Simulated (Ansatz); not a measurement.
# CsZnH3 in P4bm, a phase reached by a soft mode: following an unstable mode

Which phase does CsZnH3 in P4bm, a phase reached by a soft mode fall into along its unstable mode, and how much energy does it gain?

Calculated with Ansatz 0.2.0; DFT r2SCAN, scalar-relativistic, plane waves, PAW; PAW set soft_1.

Most raw output is cut from this account.

The structure was built from a prototype and need not be the compound's stable phase.

### 1. Set-up

Symmetry: P4bm, No. 100, tetragonal system. The conventional cell has a = 5.928 Å, b = 5.928 Å, c = 5.313 Å, α = 90.00°, β = 90.00°, γ = 90.00°. Nearest to Cs lie 8 H at 3.09 to 3.10 Å. Nearest to Zn lie 3 H at 1.60 to 1.62 Å. Nearest to H lie 2 Zn at 1.60 to 2.81 Å and 6 H at 2.69 to 3.10 Å and 2 Cs at 3.10 Å. Nearest to H lie 1 Zn at 1.62 Å and 2 H at 2.69 Å and 4 Cs at 3.09 Å. Farther neighbours are not listed.

### 2. Zone-centre response

This phase was reached earlier by freezing in an unstable mode of a structure of higher symmetry and relaxing. Its zone-centre modes can show that it is still unstable.

Contents of input.yaml:

```yaml
crystal:
  lattice:
    - [5.927903034, 0.0, 0.0]
    - [0.0, 5.927903034, 0.0]
    - [0.0, 0.0, 5.3127044245]
  atoms:
    - { symbol: Cs, position: [0.5, 0.5, 0.0294963537] }
    - { symbol: Cs, position: [0.0, 0.0, 0.0294963537] }
    - { symbol: Zn, position: [0.0, 0.5, 0.5638645355] }
    - { symbol: Zn, position: [0.5, 0.0, 0.5638645355] }
    - { symbol: H, position: [0.1737101989, 0.3262898011, 0.4413613099] }
    - { symbol: H, position: [0.8262898011, 0.6737101989, 0.4413613099] }
    - { symbol: H, position: [0.3262898011, 0.8262898011, 0.4413613099] }
    - { symbol: H, position: [0.6737101989, 0.1737101989, 0.4413613099] }
    - { symbol: H, position: [0.0, 0.5, 0.8679630063] }
    - { symbol: H, position: [0.5, 0.0, 0.8679630063] }
kpoints:
  mp_grid: { grid: [4, 4, 4] }
hamiltonian:
  xc: r2scan
  pseudopotentials: { kind: paw, azcp: { folder: soft_1 } }
scf:
  occupations: { method: fixed }
output:
  eigenvalues: true
phonons:
  method: dfpt
  dielectric: true
  rigid_motions: translations
```

Command:

```bash
ansatz run input.yaml --threads 4 --pin off --max-ram 16384MiB --backend cpu --events-out ev --progress --plain --runs-dir out
```

The job ended after 6.3 min (4 threads of Arm Neoverse V1, shared host; peak memory 5.5 GiB).

A gap read on the k-mesh alone can miss the band edges.

Numbers from this step:

* gap on the k-mesh: 3.870 eV
* volume per atom: 18.67 Å³
* sum-rule residual before enforcement: 1.13e-4 eV/Å²
* miss of the charge sum rule: 0.009023 e
* estimated error of the dielectric tensor: 0.01017
* estimated error of the Born charges: 0.01609 e
* point group: 4mm
* highest optical mode at the zone centre (no LO-TO term): 1685 cm⁻¹
* lowest optical zone-centre mode: -91.25 cm⁻¹
* mean high-frequency dielectric constant: 3.227
* largest Born charge (third of the trace): 1.203 e
* top of the zone-centre spectrum with the field: 1685 cm⁻¹

Patterns of degenerate modes are one choice out of their space. Modes at Γ, with each element's share of the kinetic energy (negative means imaginary):

| mode | frequency (cm⁻¹) | symmetry | Cs % | Zn % | H % |
| --- | --- | --- | --- | --- | --- |
| 1 | -91.2 | E | 1 | 79 | 20 |
| 2 | -91.2 | E | 1 | 79 | 20 |
| 3 | 0.0 | acoustic | 66 | 32 | 2 |
| 4 | 0.0 | acoustic | 66 | 32 | 2 |
| 5 | 0.0 | acoustic | 66 | 32 | 2 |
| 6 | 42.8 | A2 | 100 | 0 | 0 |
| 7 | 45.3 | E | 92 | 5 | 3 |
| 8 | 45.3 | E | 92 | 5 | 3 |
| 9 | 81.7 | E | 37 | 61 | 2 |
| 10 | 81.7 | E | 37 | 61 | 2 |
| 11 | 86.4 | B2 | 0 | 96 | 4 |
| 12 | 89.9 | A1 | 34 | 63 | 3 |
| 13 | 253.5 | E | 4 | 16 | 80 |
| 14 | 253.5 | E | 4 | 16 | 80 |
| 15 | 391.1 | B1 | 0 | 0 | 100 |
| 16 | 473.3 | E | 0 | 0 | 99 |
| 17 | 473.3 | E | 0 | 0 | 99 |
| 18 | 555.3 | B2 | 0 | 3 | 97 |
| 19 | 567.2 | A1 | 0 | 3 | 97 |
| 20 | 600.9 | A2 | 0 | 0 | 100 |
| 21 | 656.7 | E | 0 | 2 | 98 |
| 22 | 656.7 | E | 0 | 2 | 98 |
| 23 | 737.3 | E | 0 | 2 | 98 |
| 24 | 737.3 | E | 0 | 2 | 98 |
| 25 | 1546.4 | A1 | 0 | 1 | 99 |
| 26 | 1558.2 | B2 | 0 | 1 | 99 |
| 27 | 1617.9 | E | 0 | 2 | 98 |
| 28 | 1617.9 | E | 0 | 2 | 98 |
| 29 | 1645.7 | A1 | 0 | 0 | 100 |
| 30 | 1684.7 | B2 | 0 | 0 | 100 |

Displacements in mode 1 (-91.2 cm⁻¹), the largest set to 1:
```
Cs1  0.03  0.00  0.00
Cs2  0.02 -0.03  0.00
Zn3 -0.22  0.35  0.00
Zn4  0.14 -0.30  0.00
H5  -0.74  0.65 -1.00
H6  -0.74  0.65  1.00
H7  -0.36 -0.06  0.30
H8  -0.36 -0.06 -0.30
H9   0.23 -0.11  0.00
H10  0.25 -0.14  0.00
```

Displacements in mode 18 (555.3 cm⁻¹), the largest set to 1:
```
Cs1  0.00  0.00  0.00
Cs2  0.00  0.00  0.00
Zn3  0.00  0.00  0.03
Zn4  0.00  0.00 -0.03
H5  -0.30  0.30 -1.00
H6   0.30 -0.30 -1.00
H7  -0.30 -0.30  1.00
H8   0.30  0.30  1.00
H9   0.00  0.00 -0.17
H10  0.00  0.00  0.17
```

Before it was imposed, the acoustic sum rule was missed by 1.1e-4 eV/Å² and the charge sum rule by 0.0090 e. Small misses are needed for a sound result but don't prove that mesh and cutoff are converged. The lowest optical mode is imaginary, 91.2i cm⁻¹, so the energy falls along it.

### 3. The mode frozen in, largest atomic shift 0 Å

The mode followed lies at Γ with frequency 91.2i cm⁻¹ and is 2-fold degenerate, the softest among the wavevectors solved. At small amplitude the distorted cell has space group no. 7 by a symmetry search on the positions. The undistorted cell that holds it gives the zero of energy on the same k mesh.

Edit input.yaml of step 2 so:

```diff
@@ -22,8 +22,6 @@
 scf:
-  occupations: { method: fixed }
+  occupations: { method: gaussian, width: 0.02 }
 output:
+  forces: true
+  stress: true
   eigenvalues: true
-phonons:
-  method: dfpt
-  dielectric: true
-  rigid_motions: translations
```

Run time: 7.5 s. Hardware: 4 threads; peak memory 0.76 GiB.

Numbers from this step:

- pressure: 3.27e-4 GPa
- energy from the undistorted cell: 0 meV/atom

At this level the gap is 3.87 eV on the k-mesh of the self-consistent run, which can miss the band edges.

### 4. The mode frozen in, largest atomic shift 0.45 Å

The atoms are moved along the unstable eigenvector, the largest shift by 0.45 Å, with the cell fixed.

input.yaml, the sections that differ from step 3:

```yaml
crystal:
  lattice:
    - [5.927903034, 0.0, 0.0]
    - [0.0, 5.927903034, 0.0]
    - [0.0, 0.0, 5.3127044245]
  atoms:
    - { symbol: Cs, position: [0.4990771531, 0.5021372315, 0.0294963537] }
    - { symbol: Cs, position: [0.0009228469, 0.0021372315, 0.0294963537] }
    - { symbol: Zn, position: [0.0268813408, 0.4967437348, 0.5638645355] }
    - { symbol: Zn, position: [0.4731186592, -0.0032562652, 0.5638645355] }
    - { symbol: H, position: [0.2027484871, 0.2811309075, 0.5012424396] }
    - { symbol: H, position: [0.8553280893, 0.6285513053, 0.3814801802] }
    - { symbol: H, position: [0.2972515129, 0.7811309075, 0.5012424396] }
    - { symbol: H, position: [0.6446719107, 0.1285513053, 0.3814801802] }
    - { symbol: H, position: [0.0012454562, 0.5197274121, 0.8679630063] }
    - { symbol: H, position: [0.4987545438, 0.0197274121, 0.8679630063] }
# kpoints, hamiltonian, scf, output: as in step 3
```

The job ended after 12 s (4 threads; peak memory 0.81 GiB; 47 s of CPU time).

This step gave:

```yaml
pressure: -0.8339 GPa
gap_on_the_k_mesh: 3.627 eV
energy_from_the_undistorted_cell: -3.423 meV/atom
```

The energy, extrapolated to zero smearing, is -3.42 meV/atom against the undistorted cell.

The run ends at a pressure of -0.83 GPa, with forces up to 0.41 eV/Å.

### 5. Energy along the mode, all amplitudes (two of the runs are shown above)

An imaginary frequency means negative curvature, so the energy should fall and then rise again as anharmonic terms take over.

Numbers from this step:

| Property | Result |
| --- | --- |
| depth at the lowest point sampled | 3.423 meV/atom |
| largest atomic shift at that point | 0.45 Å |

The energy from the parent by largest atomic shift:

| largest atomic shift (Å) | energy from the parent (meV/atom) |
| --- | --- |
| 0.000 | 0 |
| 0.040 | -0.051 |
| 0.080 | -0.203 |
| 0.140 | -0.602 |
| 0.220 | -1.38 |
| 0.320 | -2.50 |
| 0.450 | -3.42 |
| 0.600 | -1.91 |

Displacement at unit largest shift by atom:

| atom | x (Å) | y (Å) | z (Å) | size |
| --- | --- | --- | --- | --- |
| Cs1 | -0.01 | 0.03 | 0.00 | 0.03 |
| Cs2 | 0.01 | 0.03 | 0.00 | 0.03 |
| Zn3 | 0.35 | -0.04 | 0.00 | 0.36 |
| Zn4 | -0.35 | -0.04 | 0.00 | 0.36 |
| H5 | 0.38 | -0.59 | 0.71 | 1.00 |
| H6 | 0.38 | -0.59 | -0.71 | 1.00 |
| H7 | -0.38 | -0.59 | 0.71 | 1.00 |
| H8 | -0.38 | -0.59 | -0.71 | 1.00 |
| H9 | 0.02 | 0.26 | 0.00 | 0.26 |
| H10 | -0.02 | 0.26 | 0.00 | 0.26 |

The lowest of the steps tried is at 0.45 Å, 3.42 meV/atom below the parent; the bottom of the well need not coincide with a step.

### 6. Relaxation from the frozen mode

Starting from the lowest point found, all atoms and the cell are let go, so that strain and other modes of the same symmetry can join in.

Edit input.yaml of step 4 so:

```diff
@@ -22,3 +22,3 @@
 scf:
-  occupations: { method: gaussian, width: 0.02 }
+  occupations: { method: fixed }
 output:
@@ -27 +27,6 @@
   eigenvalues: true
+relax:
+  adjacent_minimum: "off"
+  f_tol: 0.002
+  max_steps: 120
+  cell: { stress_tol: 0.03 }
```

Elapsed: 3.3 min, on 4 threads; peak memory 0.9 GiB.

The steps of the relaxation:

| step | energy less that of the first step (eV) | largest force component (eV/Å) | pressure (GPa) | volume (Å³) |
| --- | --- | --- | --- | --- |
| 1 | 0.0000 | 0.2541 | -0.83 | 186.69 |
| 2 | -0.1460 | 0.3478 | -0.25 | 186.19 |
| 3 | -0.2857 | 0.4588 | 0.34 | 185.10 |
| 4 | -0.3873 | 0.6476 | 0.77 | 184.12 |
| 5 | -0.5078 | 0.1146 | 0.38 | 186.31 |
| 6 | -0.4968 | 0.2876 | -0.07 | 189.35 |
| 7 | -0.5325 | 0.0777 | -0.02 | 188.72 |
| 8 | -0.5494 | 0.0321 | -0.10 | 188.61 |
| 9 | -0.5641 | 0.0676 | -0.20 | 187.16 |
| 10 | -0.5689 | 0.0677 | -0.14 | 185.64 |
| 11 | -0.5701 | 0.1030 | 0.08 | 185.04 |
| 12 | -0.5714 | 0.0204 | 0.01 | 185.67 |
| 13 | -0.5718 | 0.0008 | 0.00 | 185.76 |
| 14 | -0.5718 | 0.0018 | 0.00 | 185.75 |
| 15* | -0.5727 | 0.0018 | 0.00 | 185.75 |

Relaxation steps marked * repeat the geometry before them on a plane-wave basis chosen anew for their cell, so energy and pressure can jump there. Relaxation step 6 was tried and not accepted.

Forces are held to the 2 operations that the run works with; a distortion that breaks them can't arise in this run.

| cell as run | before | after | change |
| --- | --- | --- | --- |
| a (Å) | 5.928 | 6.062 | +2.3 % |
| b (Å) | 5.928 | 5.494 | -7.3 % |
| c (Å) | 5.313 | 5.577 | +5.0 % |
| volume (Å³/atom) | 18.67 | 18.58 | -0.5 % |

The atoms that moved most (Å, as changes of fractional coordinates times the final cell):

| atom | dx | dy | dz | length |
| --- | --- | --- | --- | --- |
| H6 | 0.621 | -0.510 | -0.383 | 0.890 |
| H8 | -0.621 | -0.510 | -0.383 | 0.890 |
| H7 | -0.285 | 0.024 | 0.377 | 0.473 |
| H5 | 0.285 | 0.024 | 0.377 | 0.473 |
| H9 | -0.263 | 0.088 | -0.240 | 0.367 |
| H10 | 0.263 | 0.088 | -0.240 | 0.367 |
| Zn3 | 0.286 | 0.214 | 0.028 | 0.358 |
| Zn4 | -0.286 | 0.214 | 0.028 | 0.358 |

The relaxed structure:

```cif
data_structure
_symmetry_space_group_name_H-M 'P 1'
_symmetry_Int_Tables_number 1
_cell_length_a 6.0622
_cell_length_b 5.4940
_cell_length_c 5.5772
_cell_angle_alpha 90.000
_cell_angle_beta 90.000
_cell_angle_gamma 90.000
_cell_volume 185.75
loop_
_atom_site_label
_atom_site_type_symbol
_atom_site_fract_x
_atom_site_fract_y
_atom_site_fract_z
_atom_site_occupancy
Cs1 Cs 0.49680 0.53571 0.06878 1
Cs2 Cs 0.00320 0.03571 0.06878 1
Zn3 Zn 0.07399 0.53565 0.56883 1
Zn4 Zn 0.42601 0.03565 0.56883 1
H5 H 0.24984 0.28549 0.56877 1
H6 H 0.95780 0.53569 0.31281 1
H7 H 0.25016 0.78549 0.56877 1
H8 H 0.54220 0.03569 0.31281 1
H9 H 0.95783 0.53574 0.82485 1
H10 H 0.54217 0.03574 0.82485 1
```

This step gave:

- pressure: 0.002537 GPa
- gap on the k-mesh: 3.319 eV
- volume per atom: 18.58 Å³

The distorted start has space group Pc; the relaxation ends in Pmma.

### 7. The new phase in its own primitive cell

The relaxed structure is symmetrised, reduced to its primitive cell and relaxed tightly, as its phonons need.

input.yaml, the sections that differ from step 6:

```yaml
crystal:
  lattice:
    - [5.4939702537, 0.0, 0.0]
    - [0.0, 5.5772171914, 0.0]
    - [0.0, 0.0, 6.062193261]
  atoms:
    - { symbol: Cs, position: [0.25, 0.0, 0.2467968385] }
    - { symbol: Cs, position: [0.75, 0.0, 0.7532031615] }
    - { symbol: Zn, position: [0.25, 0.5, 0.823994694] }
    - { symbol: Zn, position: [0.75, 0.5, 0.176005306] }
    - { symbol: H, position: [0.0, 0.5, 0.0] }
    - { symbol: H, position: [0.25, 0.2440351309, 0.7078043435] }
    - { symbol: H, position: [0.5, 0.5, 0.0] }
    - { symbol: H, position: [0.75, 0.2440351309, 0.2921956565] }
    - { symbol: H, position: [0.25, 0.7559648691, 0.7078043435] }
    - { symbol: H, position: [0.75, 0.7559648691, 0.2921956565] }
relax:
  adjacent_minimum: "off"
  f_tol: 0.001
  max_steps: 60
  cell: { stress_tol: 0.01 }
# kpoints, hamiltonian, scf, output: as in step 6
```

It took 43 s on 4 threads; peak memory 0.98 GiB.

Little changed from the start: no atom moved by 0.005 Å and no cell edge by 0.1 %.

Numbers from this step:

```
pressure           : 3.07e-4 GPa
gap on the k-mesh  : 3.323 eV
direct gap on mesh : 3.966 eV
```

The largest force component left is 0.19 meV/Å and the pressure is 0.000 GPa, within the tolerances set. The cell now holds 18.58 Å³/atom.

### 8. Modes of the new phase

A relaxed structure may still be a saddle point, so its zone-centre modes are computed. The response to a homogeneous field gives the Born charges and the dielectric tensor.

Contents of input.yaml:

```yaml
crystal:
  lattice:
    - [5.4919261281, 0.0, 0.0]
    - [0.0, 5.5800680776, 0.0]
    - [0.0, 0.0, 6.0640331069]
  atoms:
    - { symbol: Cs, position: [0.25, 0.0, 0.2469627518] }
    - { symbol: Cs, position: [0.75, 0.0, 0.7530372482] }
    - { symbol: Zn, position: [0.25, 0.5, 0.824031757] }
    - { symbol: Zn, position: [0.75, 0.5, 0.175968243] }
    - { symbol: H, position: [0.0, 0.5, 0.0] }
    - { symbol: H, position: [0.25, 0.2441271154, 0.7078525779] }
    - { symbol: H, position: [0.5, 0.5, 0.0] }
    - { symbol: H, position: [0.75, 0.2441271154, 0.2921474221] }
    - { symbol: H, position: [0.25, 0.7558728846, 0.7078525779] }
    - { symbol: H, position: [0.75, 0.7558728846, 0.2921474221] }
kpoints:
  mp_grid: { grid: [4, 4, 4] }
hamiltonian:
  xc: r2scan
  pseudopotentials: { kind: paw, azcp: { folder: soft_1 } }
scf:
  occupations: { method: fixed }
output:
  eigenvalues: true
phonons:
  method: dfpt
  dielectric: true
  rigid_motions: translations
```

It took 10 min on 4 threads; peak memory 5.7 GiB.

Numbers from this step:

- miss of the charge sum rule: 0.009672 e
- estimated error of the dielectric tensor: 0.01115
- estimated error of the Born charges: 0.01770 e
- point group: mmm
- highest optical mode at the zone centre (no LO-TO term): 1707 cm⁻¹
- lowest optical zone-centre mode: 25.74 cm⁻¹
- mean high-frequency dielectric constant: 3.250
- largest Born charge (third of the trace): 1.222 e
- mean static dielectric constant: 7.644
- top of the zone-centre spectrum with the field: 1712 cm⁻¹

(Continued in part 2 of 2.)

[Logs are printed without paths, hosts, clocks, repeated set-up lines and the standing remarks that a program may print on its own settings, such as how far it seeks lower states.]

[Hosts, paths, dates, database ids (printed as entryN), source tags and the programs' standing remarks are cut or masked in the printed files.]
